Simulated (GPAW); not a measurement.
# 2H-VSSe monolayer: simulated STM images, part 2 of 2

Aim: Tersoff-Hamann images of 2H-VSSe monolayer at several biases.

GPAW 26.7.0; GPAW, PAW setups; layer in a repeated cell with vacuum, relaxation of atoms and in-plane cell (the session's first sound run).

So far. Step 2 (Relaxation): The relaxation lowered the energy of the cell by 0.235 eV (energies extrapolated to zero smearing; the optimiser's log prints free energies). The largest force left on a free atom is 0.0055 eV/Å.

**3. The slab's potential (continued)**

Level of this step: GPAW, PAW setups; slab in vacuum (GPAW).

Tip height over the top atom over a1 and a2. Sample bias 1 V, constant current at the mean current 3.0 Å over the top atom.

Values in Å, 16 rows by 16 columns:
```
2.83 2.86 2.91 2.95 2.99 3.04 3.06 3.08 3.08 3.06 3.04 2.99 2.95 2.91 2.86 2.83
2.87 2.91 2.95 3.00 3.05 3.08 3.10 3.11 3.10 3.08 3.05 3.00 2.95 2.91 2.87 2.85
2.91 2.95 3.00 3.05 3.09 3.12 3.13 3.13 3.12 3.09 3.05 3.00 2.95 2.91 2.88 2.88
2.95 2.99 3.05 3.09 3.12 3.15 3.15 3.15 3.12 3.09 3.05 2.99 2.95 2.92 2.91 2.92
2.98 3.04 3.08 3.12 3.15 3.16 3.16 3.15 3.12 3.08 3.04 2.98 2.95 2.93 2.93 2.95
3.02 3.06 3.10 3.13 3.15 3.16 3.15 3.13 3.10 3.06 3.02 2.97 2.95 2.94 2.95 2.97
3.04 3.08 3.11 3.13 3.15 3.15 3.13 3.11 3.08 3.04 2.99 2.96 2.95 2.95 2.96 2.99
3.04 3.08 3.10 3.12 3.12 3.12 3.10 3.08 3.04 3.01 2.97 2.95 2.94 2.95 2.97 3.01
3.04 3.06 3.08 3.09 3.09 3.08 3.06 3.04 3.01 2.98 2.96 2.94 2.94 2.96 2.98 3.01
3.02 3.04 3.05 3.05 3.05 3.04 3.02 2.99 2.97 2.96 2.94 2.94 2.94 2.96 2.97 2.99
2.98 2.99 3.00 3.00 2.99 2.98 2.97 2.96 2.95 2.94 2.94 2.94 2.94 2.95 2.96 2.97
2.95 2.95 2.95 2.95 2.95 2.95 2.95 2.95 2.94 2.94 2.94 2.94 2.94 2.95 2.95 2.95
2.91 2.91 2.91 2.91 2.92 2.93 2.94 2.95 2.95 2.96 2.96 2.95 2.95 2.94 2.93 2.92
2.87 2.86 2.87 2.88 2.91 2.93 2.95 2.96 2.97 2.98 2.97 2.96 2.95 2.93 2.91 2.88
2.83 2.83 2.85 2.88 2.92 2.95 2.97 2.99 3.01 3.01 2.99 2.97 2.95 2.92 2.88 2.85
2.82 2.83 2.87 2.91 2.95 2.98 3.02 3.04 3.04 3.04 3.02 2.98 2.95 2.91 2.87 2.83
```
Columns: a1 from 0 to 0.938; rows upwards: a2 from 0 to 0.938.

Local density of states summed over the bias window over a1 and a2. Sample bias 1 V, constant height 3.0 Å over the top atom.

Values in units of 1e-5 arbitrary, 16 rows by 16 columns:
```
3.0 3.1 3.3 3.7 4.1 4.5 4.7 4.9 4.9 4.7 4.5 4.1 3.7 3.3 3.1 3.0
3.1 3.3 3.7 4.2 4.6 5.0 5.2 5.3 5.2 5.0 4.6 4.2 3.7 3.3 3.1 3.1
3.4 3.7 4.2 4.7 5.1 5.5 5.7 5.7 5.5 5.1 4.7 4.2 3.7 3.4 3.2 3.2
3.7 4.1 4.6 5.1 5.6 5.9 6.0 5.9 5.6 5.1 4.6 4.1 3.7 3.4 3.3 3.4
4.0 4.5 5.0 5.5 5.9 6.1 6.1 5.9 5.5 5.0 4.5 4.0 3.7 3.5 3.5 3.7
4.3 4.7 5.2 5.7 6.0 6.1 6.0 5.7 5.2 4.7 4.3 3.9 3.7 3.6 3.7 3.9
4.5 4.9 5.3 5.7 5.9 5.9 5.7 5.3 4.9 4.5 4.1 3.8 3.7 3.7 3.8 4.1
4.5 4.9 5.2 5.5 5.6 5.5 5.2 4.9 4.5 4.2 3.9 3.7 3.7 3.7 3.9 4.2
4.5 4.7 5.0 5.1 5.1 5.0 4.7 4.5 4.2 4.0 3.8 3.7 3.7 3.8 4.0 4.2
4.3 4.5 4.6 4.7 4.6 4.5 4.3 4.1 3.9 3.8 3.7 3.6 3.7 3.8 3.9 4.1
4.0 4.1 4.2 4.2 4.1 4.0 3.9 3.8 3.7 3.7 3.6 3.6 3.7 3.7 3.8 3.9
3.7 3.7 3.7 3.7 3.7 3.7 3.7 3.7 3.7 3.7 3.7 3.7 3.7 3.7 3.7 3.7
3.4 3.3 3.3 3.4 3.4 3.5 3.6 3.7 3.7 3.8 3.8 3.7 3.7 3.6 3.5 3.4
3.1 3.1 3.1 3.2 3.3 3.5 3.7 3.8 3.9 4.0 3.9 3.8 3.7 3.5 3.3 3.2
3.0 3.0 3.1 3.2 3.4 3.7 3.9 4.1 4.2 4.2 4.1 3.9 3.7 3.4 3.2 3.1
2.9 3.0 3.1 3.4 3.7 4.0 4.3 4.5 4.5 4.5 4.3 4.0 3.7 3.4 3.1 3.0
```
Columns: a1 from 0 to 0.938; rows upwards: a2 from 0 to 0.938.

The potential is flat to 6.4e-6 eV/Å where it is read, so the vacuum is wide enough.

**4. A changed run**

One more run, with changed settings.

Input file run.py:

```python
import json
import numpy as np
from ase import Atoms
from gpaw import GPAW, PW

slab = Atoms(
    ['Se', 'V', 'S'],
    positions=[
        [-0.00000, 1.88488, 9.00000],
        [0.00000, 0.00000, 10.66197],
        [-0.00000, 1.88488, 12.08839]],
    cell=[[3.2647, 0.0, 0.0], [-1.63235, 2.82731, 0.0], [0.0, 0.0, 21.0884]],
    pbc=[True, True, False],
    magmoms=[0.0, 1.0, 0.0])

slab.calc = GPAW(mode=PW(400), xc='pbe96', kpts={'size': (12, 12, 1), 'gamma': True},
                 occupations={'name': 'fermi-dirac', 'width': 0.05}, nbands='160%',
                 convergence={'density': 1e-05}, maxiter=75,
                 poissonsolver={'dipolelayer': 'xy'},
                 symmetry={'tolerance': 1e-3}, txt='slab.txt')
result = {}
energy = slab.get_potential_energy()
fermi = slab.calc.get_fermi_level()
v = slab.calc.get_electrostatic_potential().mean((0, 1)) - fermi
n = slab.calc.get_pseudo_density().mean((0, 1))
L = slab.cell[2, 2]
z = np.arange(len(v)) * L / len(v)
low, high = slab.positions[:, 2].min(), slab.positions[:, 2].max()
below, above = np.interp([low - 6.8, high + 6.8], z, v)
slopes = [np.interp(x, z, np.gradient(v, z)) for x in (low - 6.8, high + 6.8)]
eps = np.array([[slab.calc.get_eigenvalues(k, s) for k in range(len(slab.calc.get_ibz_k_points()))]
                for s in range(slab.calc.get_number_of_spins())]) - fermi
top, bottom = eps[eps < 0].max(), eps[eps > 0].min()
dipole = slab.get_dipole_moment()[2]
print(f'energy {energy:.4f} eV, Fermi level {fermi:.4f} eV, dipole {dipole:.5f} e A')
print(f'potential 6.8 A off the faces, from the Fermi level: lower {below:.4f} eV, upper {above:.4f} eV')
print(f'slope of the potential there: lower {slopes[0]:.5f}, upper {slopes[1]:.5f} eV/A')
print(f'nearest levels on the mesh: {top:.4f} and {bottom:.4f} eV')
print('magnetic moment', round(slab.get_magnetic_moment(), 3))
result.update(energy=energy, fermi=fermi, dipole=dipole, below=below, above=above, slopes=slopes, edges=[top, bottom],
              z=z.tolist(), v=v.tolist(), n=n.tolist(), positions=slab.positions.tolist(),
              forces=slab.get_forces(apply_constraint=False).tolist(), moments=slab.get_magnetic_moments().tolist())
json.dump(result, open('result.json', 'w'))
```

Command:

```console
OMP_NUM_THREADS=1 OPENBLAS_NUM_THREADS=1 python run.py
```

The log of the run:

```text
NameError: Unknown functional: pbe96.
```

Run time: 0.75 s. Hardware: 1 thread of AMD EPYC 7B13 (Zen 3), shared host; peak memory 0.1 GiB.

The program refused the input before any cycle.

The program's message: “NameError: Unknown functional: pbe96.”

The change that led to it: xc = "pbe96".

**5. What came out**

```
work function, upper and lower face : 5.808 and 5.376 eV
dipole along the normal             : -0.0220 e Å
corrugation at -1 V                 : 0.370 Å
corrugation at 1 V                  : 0.339 Å
```

In words: The tip height varies by 0.34 to 0.37 Å over the cell, much the same at every bias tried. Negative sample bias images filled states, positive bias empty ones. The two faces differ by 0.43 eV, the step that the slab's dipole makes (e p/(ε0 A) gives 0.43 eV), so the dipole layer is needed. The images are of Tersoff-Hamann type: an s-wave tip, no tip-sample forces, heights closer than in a microscope. The relaxation of atoms and cell ran in a fully periodic cell without the dipole layer, so the atoms of this polar layer felt a small spurious field. One magnetic start was tried; another order may lie lower. The layer's cell and atoms come from the relaxation; spin-orbit coupling and temperature are left out.

[Logs are printed without paths, hosts, clocks, repeated set-up lines and the standing remarks that a program may print on its own settings, such as how far it seeks lower states.]

[Hosts, paths, dates, database ids (printed as entryN), source tags and the programs' standing remarks are cut or masked in the printed files.]
